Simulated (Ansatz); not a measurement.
**SiPb (model cell, started as layered BN type): the cell at rest**

Task: relax SiPb (model cell, started as layered BN type) tightly.

Program: Ansatz 0.2.0. Level of theory: DFT PBEsol, scalar-relativistic, plane waves, PAW. Results are calculated unless marked as measured.

The structure was built from a prototype and need not be the compound's stable phase.

## Step 1: Set-up

The structure is hexagonal, space group P6_3/mmc (No. 194). Conventional cell: a = 4.342 Å, b = 4.342 Å, c = 6.268 Å, α = 90.00°, β = 90.00°, γ = 120.00°. Nearest to Pb lie 3 Si at 2.51 Å. Nearest to Si lie 3 Pb at 2.51 Å. Farther neighbours are not listed.

## Step 2: Probe on a coarse mesh

A quick single point on a coarse mesh tells whether the cell has a gap and how far it is from rest, which sets the k mesh and smearing that follow.

File input.yaml:

```yaml
crystal:
  lattice:
    - [4.34225, 0.0, 0.0]
    - [-2.17113, 3.7605, 0.0]
    - [0.0, 0.0, 6.2675]
  atoms:
    - { symbol: Pb, position: [0.333333, 0.666667, 0.25] }
    - { symbol: Pb, position: [0.666667, 0.333333, 0.75] }
    - { symbol: Si, position: [0.666667, 0.333333, 0.25] }
    - { symbol: Si, position: [0.333333, 0.666667, 0.75] }
kpoints:
  mp_grid: { grid: [6, 6, 4] }
hamiltonian:
  xc: pbesol
scf:
  occupations: { method: gaussian, width: 0.1 }
output:
  forces: true
  stress: true
  eigenvalues: true
```

Command:

```console
> ansatz run input.yaml --threads 4 --pin off --max-ram 7168MiB --backend cpu --events-out ev --progress --plain --runs-dir out
```

Numbers of over 12 decimals in the logs are rounded to 6 here.

The program printed:

```text
[...]
P = ⅓ Tr σ = 9.2006 GPa (92.006 kbar)
--- Band table (eV; the first three rows and the last of 21) ---
  k-point 0: bands = [... 14 lower, 6.8652, 6.8652, 8.4664, 8.4664, 8.7449, 10.0400, 10.9278, 10.9278]
  k-point 1: bands = [... 14 lower, 7.0513, 7.0513, 7.7996, 8.1636, 8.1636, 9.5859, 11.1130, 11.1130]
  k-point 2: bands = [... 14 lower, 6.9004, 6.9004, 7.5531, 7.5531, 7.5531, 7.5531, 11.6602, 11.6602]
  k-point 20: bands = [... 14 lower, 4.5083, 4.5083, 9.2247, 9.2247, 9.6341, 9.6341, 12.4334, 12.4334]
[key lines of the parts left out:]
SCF converged after 6 iterations
Free energy (F): -24749.551460 eV
Fermi energy:    8.638683 eV
```

Run time: 0.58 s. Hardware: 4 threads of Intel Xeon 6975P-C (Granite Rapids), shared host; peak memory 0.48 GiB.

This step gave:

| Item | Value |
| --- | --- |
| pressure | 9.201 GPa |
| volume per atom | 25.59 Å³ |
| gap on the k-mesh | 0 eV |

The coarse mesh shows no gap and a pressure of 9.2 GPa.

## Step 3: Rough relaxation

A rough relaxation comes first, because large forces or stress need no tight tolerances yet.

input.yaml, as its differences from that of step 2:

```diff
@@ -20 +20,6 @@
   eigenvalues: true
+relax:
+  adjacent_minimum: "off"
+  f_tol: 0.05
+  max_steps: 80
+  cell: { stress_tol: 0.5 }
```

The program printed:

```text
[...]
Crystal: 4 atoms, lattice volume = 102.342 Å³
Basis set: ecut = 420 eV, 2019 PW (Γ), exchange–correlation on 60×60×90 points (8 copies of the dense FFT grid, shifted against one another)
Bands: 22, of which v1, the nominal top of the filled ones, is band 18 counted from 1 (17 counted from 0)
Symmetry: 24 space group operations
[...]
cell:  # Å, volume = 115.8147 Å³
    - [4.850668, 3.224749776532745e-6, 1.923263604488065e-18]
    - [-2.425337, 4.200800, -9.616329095405392e-19]
    - [2.775992338815373e-18, 0, 5.683686]
  atoms:
    - { symbol: Pb, position: [0.333333, 0.666667, 0.25] }
    - { symbol: Pb, position: [0.666667, 0.333333, 0.750000] }
    - { symbol: Si, position: [0.666667, 0.333333, 0.25] }
    - { symbol: Si, position: [0.333333, 0.666667, 0.750000] }
[key lines of the parts left out:]
SCF converged after 5 iterations
Free energy (F): -24750.409313 eV
Fermi energy:    7.030458 eV
P = ⅓ Tr σ = -0.1799 GPa (-1.799 kbar)
```

It took 3.4 s on 4 threads; peak memory 0.53 GiB.

Step by step:

| step | energy less that of the first step (eV) | largest force component (eV/Å) | pressure (GPa) | volume (Å³) |
| --- | --- | --- | --- | --- |
| 1 | 0.0000 | 0.0000 | 9.20 | 102.34 |
| 2 | -0.5706 | 0.0000 | 2.22 | 111.77 |
| 3 | -0.7333 | 0.0000 | 1.31 | 112.11 |
| 4 | -0.8400 | 0.0000 | 1.31 | 112.40 |
| 5 | -0.8455 | 0.0000 | -0.81 | 117.05 |
| 6 | -0.8519 | 0.0000 | -0.25 | 115.81 |
| 7* | -0.8579 | 0.0000 | -0.18 | 115.81 |

Relaxation steps marked * repeat the geometry before them on a plane-wave basis chosen anew for their cell, so energy and pressure can jump there.

The run keeps the 24 symmetry operations that it works with, so distortions that break them were not tested.

| conventional cell, symmetrised | before | after | change |
| --- | --- | --- | --- |
| a (Å) | 4.342 | 4.851 | +11.7 % |
| b (Å) | 4.342 | 4.851 | +11.7 % |
| c (Å) | 6.268 | 5.684 | -9.3 % |
| volume (Å³/atom) | 25.59 | 28.95 | +13.2 % |

This step gave:

* pressure: -0.1799 GPa
* volume per atom: 28.95 Å³

In this step the volume went from 25.59 to 28.95 Å³/atom.

## Step 4: Relaxation

Harmonic phonons are second derivatives at a point where the forces vanish, and they are wanted at zero stress, so atoms and cell are relaxed first.

File input.yaml:

```yaml
crystal:
  lattice:
    - [4.8506678466, 3.2247e-06, 0.0]
    - [-2.425336716, 4.2007999681, 0.0]
    - [0.0, 0.0, 5.6836864211]
  atoms:
    - { symbol: Pb, position: [0.3333333333, 0.6666666667, 0.25] }
    - { symbol: Pb, position: [0.6666666667, 0.3333333333, 0.75] }
    - { symbol: Si, position: [0.6666666667, 0.3333333333, 0.25] }
    - { symbol: Si, position: [0.3333333333, 0.6666666667, 0.75] }
kpoints:
  mp_grid: { grid: [12, 12, 8] }
hamiltonian:
  xc: pbesol
scf:
  occupations: { method: gaussian, width: 0.1 }
output:
  forces: true
  stress: true
  eigenvalues: true
relax:
  adjacent_minimum: "off"
  f_tol: 0.005
  max_steps: 80
  cell: { stress_tol: 0.05 }
```

The program printed:

```text
[...]
Crystal: 4 atoms, lattice volume = 115.815 Å³
Basis set: ecut = 420 eV, 2257 PW (Γ), exchange–correlation on 72×72×80 points (8 copies of the dense FFT grid, shifted against one another)
Bands: 22, of which v1, the nominal top of the filled ones, is band 18 counted from 1 (17 counted from 0)
[... 1 set-up line as in the run before ...]
[...]
k-points: 95 of 1152
[...]
SCF iter   1: F=—  HF=-24750.385568 eV  |F-HF|=—  |Δ(HF+E_count)|=         —  Δρ=2.07e-3  dr2=7.47e-3  ethr=1.77e-3  ⟨swp⟩=6.8  Hψ=11044  notcnv=0
[...]
SCF iter   6: F=-24750.383251 eV  HF=-24750.383251 eV  |F-HF|=1.56e-10  |Δ(HF+E_count)|=   2.53e-8  Δρ=5.55e-7  dr2=3.58e-10  ethr=6.66e-11  ⟨swp⟩=4.1  Hψ=9071  notcnv=0
SCF 1 converged in 6 iterations: F = -24750.383251 eV  dr2 = 3.58e-10
[...]
relax step   1: F+E_penalty+E_count = -24750.38325150 eV  Δ(F+E_penalty+E_count) = +0.000e0 eV  max|allowed force component| = 3.099e-16 eV/Å  Δτ_max = 0.0000 Å  P = -0.073 GPa  Ω = 115.815 Å³  (6 SCF iters, dr2 threshold 1.00e-7 eV, accepted)
Crystal: 4 atoms, lattice volume = 115.247 Å³
Basis set: ecut = 420 eV, 2221 PW (Γ), exchange–correlation on 72×72×80 points (8 copies of the dense FFT grid, shifted against one another)
[...]
SCF iter   5: F=-24750.409953 eV  HF=-24750.409953 eV  |F-HF|=2.53e-9  |Δ(HF+E_count)|=   2.42e-7  Δρ=3.17e-6  dr2=7.47e-9  ethr=1.11e-9  ⟨swp⟩=5.5  Hψ=8740  notcnv=0
SCF 2 converged in 5 iterations: F = -24750.409953 eV  dr2 = 7.47e-9
relax step   2: F+E_penalty+E_count = -24750.40995315 eV  Δ(F+E_penalty+E_count) = -2.670e-2 eV  max|allowed force component| = 6.245e-17 eV/Å  Δτ_max = 0.0000 Å  P = -0.129 GPa  Ω = 115.247 Å³  energy of the carried Pulay correction = +6.408e-5 eV  (5 SCF iters, dr2 threshold 4.00e-7 eV, accepted)
Crystal: 4 atoms, lattice volume = 114.876 Å³
[...]
SCF iter   4: F=-24750.410304 eV  HF=-24750.410304 eV  |F-HF|=7.25e-9  |Δ(HF+E_count)|=   1.11e-7  Δρ=3.37e-6  dr2=1.32e-8  ethr=7.15e-10  ⟨swp⟩=5.0  Hψ=8362  notcnv=0
SCF 3 converged in 4 iterations: F = -24750.410304 eV  dr2 = 1.32e-8
relax step   3: F+E_penalty+E_count = -24750.41030365 eV  Δ(F+E_penalty+E_count) = -3.505e-4 eV  max|allowed force component| = 1.573e-16 eV/Å  Δτ_max = 0.0000 Å  P = +0.033 GPa  Ω = 114.876 Å³  energy of the carried Pulay correction = +1.051e-4 eV  (4 SCF iters, dr2 threshold 2.58e-7 eV, accepted)
Basis set: ecut = 420 eV, 2221 PW (Γ), exchange–correlation on 64×64×80 points (8 copies of the dense FFT grid, shifted against one another)
[...]
SCF iter   4: F=-24750.410238 eV  HF=-24750.410238 eV  |F-HF|=1.46e-11  |Δ(HF+E_count)|=  4.55e-10  Δρ=1.86e-7  dr2=3.41e-11  ethr=1.00e-12  ⟨swp⟩=5.1  Hψ=11277  notcnv=0
SCF 4 converged in 4 iterations: F = -24750.410238 eV  dr2 = 3.41e-11
relax step   4: F+E_penalty+E_count = -24750.41023793 eV  Δ(F+E_penalty+E_count) = +6.573e-5 eV  max|allowed force component| = 1.758e-16 eV/Å  Δτ_max = 0.0000 Å  P = +0.033 GPa  Ω = 114.876 Å³  stress off target by 4.31e-2 GPa  SCF on the basis re-selected at this cell (its energy is not comparable with the rows above)  (4 SCF iters)
basis re-selected at this cell: Δ(F+E_penalty+E_count) = +6.573e-5 eV, ΔP = -0.001 GPa vs the last step (what re-selecting the basis moved, of the pressure what is left beyond the Pulay correction that the steps carried, after the strain that the cell walked since its last selection, with what the two solves' SCF thresholds leave and, on support functions, any second-order correction that the steps lacked; it is no measure of the basis error at this ecutwfc). The dense FFT grid was sized anew with the basis: this SCF ran on 32×32×40 points, the steps before it on 36×36×40, so part of this shift can come from that change (see relax.cell in the input reference). [rest of the remark cut]
SCF converged after 4 iterations
Free energy (F): -24750.410238 eV
[...]
Internal energy: -24750.399032 eV  (E = F + TS)
E sigma→0 (E₀):  -24750.404635 eV
Entropy (-TS):   -0.011206 eV (-2.802 meV/atom)
Fermi energy:    7.121297 eV
[...]
--- Stress (GPa, compression-positive) ---
        0.043122      -0.000000      -0.000000
        0.000000       0.043122      -0.000000
       -0.000000      -0.000000       0.011789
  P = ⅓ Tr σ = 0.0327 GPa (0.327 kbar)
--- Band table (eV; the first three rows and the last of 95) ---
  k-point 0: bands = [... 14 lower, 5.0131, 5.0131, 6.0607, 7.3454, 7.4803, 7.4803, 8.8011, 8.8011]
  k-point 1: bands = [... 14 lower, 5.0800, 5.0800, 5.4614, 7.3392, 7.3392, 8.0815, 8.8463, 8.8463]
  k-point 2: bands = [... 14 lower, 4.6188, 5.2773, 5.2773, 6.9687, 6.9687, 9.0090, 9.0090, 9.2439]
  k-point 94: bands = [... 14 lower, 3.9707, 3.9707, 8.5194, 8.5194, 9.1982, 9.1982, 9.9896, 9.9896]
--- Relaxed structure (3 steps of the walk, 3 accepted, 1 SCFs on fresh bases) ---
[...]
cell:  # Å, volume = 114.8764 Å³
    - [4.782884, 3.1796531755722363e-6, 0.0]
    - [-2.391445, 4.142097, 0.0]
    - [0.0, 0.0, 5.798568]
  atoms:
    - { symbol: Pb, position: [0.333333, 0.666667, 0.25] }
    - { symbol: Pb, position: [0.666667, 0.333333, 0.75] }
    - { symbol: Si, position: [0.666667, 0.333333, 0.25] }
    - { symbol: Si, position: [0.333333, 0.666667, 0.75] }
```

It took 7 s on 4 threads; peak memory 0.65 GiB; 26 s of CPU time.

Step by step:

| step | energy less that of the first step (eV) | largest force component (eV/Å) | pressure (GPa) | volume (Å³) |
| --- | --- | --- | --- | --- |
| 1 | 0.0000 | 0.0000 | -0.07 | 115.81 |
| 2 | -0.0267 | 0.0000 | -0.13 | 115.25 |
| 3 | -0.0271 | 0.0000 | 0.03 | 114.88 |
| 4* | -0.0270 | 0.0000 | 0.03 | 114.88 |

Relaxation steps marked * repeat the geometry before them on a plane-wave basis chosen anew for their cell, so energy and pressure can jump there.

The run keeps the 24 symmetry operations that it works with, so distortions that break them were not tested.

| conventional cell, symmetrised | before | after | change |
| --- | --- | --- | --- |
| a (Å) | 4.851 | 4.783 | -1.4 % |
| b (Å) | 4.851 | 4.783 | -1.4 % |
| c (Å) | 5.684 | 5.799 | +2.0 % |
| volume (Å³/atom) | 28.95 | 28.72 | -0.8 % |

The relaxed structure:

```cif
data_structure
_symmetry_space_group_name_H-M 'P 1'
_symmetry_Int_Tables_number 1
_cell_length_a 4.7829
_cell_length_b 4.7829
_cell_length_c 5.7986
_cell_angle_alpha 90.000
_cell_angle_beta 90.000
_cell_angle_gamma 120.000
_cell_volume 114.88
loop_
_atom_site_label
_atom_site_type_symbol
_atom_site_fract_x
_atom_site_fract_y
_atom_site_fract_z
_atom_site_occupancy
Pb1 Pb 0.33333 0.66667 0.25000 1
Pb2 Pb 0.66667 0.33333 0.75000 1
Si3 Si 0.66667 0.33333 0.25000 1
Si4 Si 0.33333 0.66667 0.75000 1
```

Numbers from this step:

* pressure: 0.03268 GPa
* volume per atom: 28.72 Å³

In this step the volume went from 28.95 to 28.72 Å³/atom.

## Step 5: Tight relaxation

Phonons need a cell at rest on their own settings, so the relaxation is repeated with tight tolerances on forces and stress on the k mesh and occupations of the first response run.

File input.yaml:

```yaml
crystal:
  lattice:
    - [4.7828835035, 3.1797e-06, 0.0]
    - [-2.3914445054, 4.1420970275, 0.0]
    - [0.0, 0.0, 5.7985681311]
  atoms:
    - { symbol: Pb, position: [0.3333333333, 0.6666666667, 0.25] }
    - { symbol: Pb, position: [0.6666666667, 0.3333333333, 0.75] }
    - { symbol: Si, position: [0.6666666667, 0.3333333333, 0.25] }
    - { symbol: Si, position: [0.3333333333, 0.6666666667, 0.75] }
kpoints:
  mp_grid: { grid: [12, 12, 8] }
hamiltonian:
  xc: pbesol
scf:
  occupations: { method: methfessel_paxton, width: 0.2 }
output:
  forces: true
  stress: true
  eigenvalues: true
relax:
  adjacent_minimum: "off"
  f_tol: 0.001
  max_steps: 60
  cell: { stress_tol: 0.01 }
```

The program printed:

```text
[...]
Crystal: 4 atoms, lattice volume = 114.876 Å³
Basis set: ecut = 420 eV, 2221 PW (Γ), exchange–correlation on 64×64×80 points (8 copies of the dense FFT grid, shifted against one another)
Bands: 22, of which v1, the nominal top of the filled ones, is band 18 counted from 1 (17 counted from 0)
[... 1 set-up line as in the run before ...]
[...]
k-points: 95 of 1152
[...]
--- Relaxed structure (3 steps of the walk, 3 accepted, 1 SCFs on fresh bases) ---
[...]
cell:  # Å, volume = 114.9404 Å³
    - [4.784497, 3.180742984031813e-6, 0.0]
    - [-2.392251, 4.143494, 0.0]
    - [0.0, 0.0, 5.797886]
  atoms:
    - { symbol: Pb, position: [0.333333, 0.666667, 0.250000] }
    - { symbol: Pb, position: [0.666667, 0.333333, 0.750000] }
    - { symbol: Si, position: [0.666667, 0.333333, 0.250000] }
    - { symbol: Si, position: [0.333333, 0.666667, 0.750000] }
[key lines of the parts left out:]
SCF converged after 5 iterations
Free energy (F): -24750.404467 eV
Fermi energy:    7.111201 eV
P = ⅓ Tr σ = 0.0005 GPa (0.005 kbar)
```

Wall time 6.6 s (4 threads); peak memory 0.64 GiB.

Little changed from the start: no atom moved by 0.005 Å and no cell edge by 0.1 %.

This step gave:

```
pressure        : 5.11e-4 GPa
volume per atom : 28.74 Å³
```

The forces vanish by symmetry and the pressure is 0.001 GPa, within the tolerances set. The cell now holds 28.74 Å³/atom.

## Step 6: What came out

| Item | Value |
| --- | --- |
| space group after relaxation (within 0.01 Å) | P6_3/mmc |
| lattice constant a | 4.784 Å |
| lattice constant b | 4.784 Å |
| lattice constant c | 5.798 Å |
| volume per atom | 28.7 Å³ |

In words: The forces vanish by symmetry and the pressure is 0.001 GPa, within the tolerances set. The cell now holds 28.74 Å³/atom. The relaxation keeps the symmetry of its start, so it says nothing on stability against lower symmetry. Spin-orbit coupling is left out, which can matter for the heavy elements here. The starting cell was built on a prototype and not taken from a measurement, so the phase need not exist.

[Logs are printed without paths, hosts, clocks, repeated set-up lines and the standing remarks that a program may print on its own settings, such as how far it seeks lower states.]

[Hosts, paths, dates, database ids (printed as entryN), source tags and the programs' standing remarks are cut or masked in the printed files.]
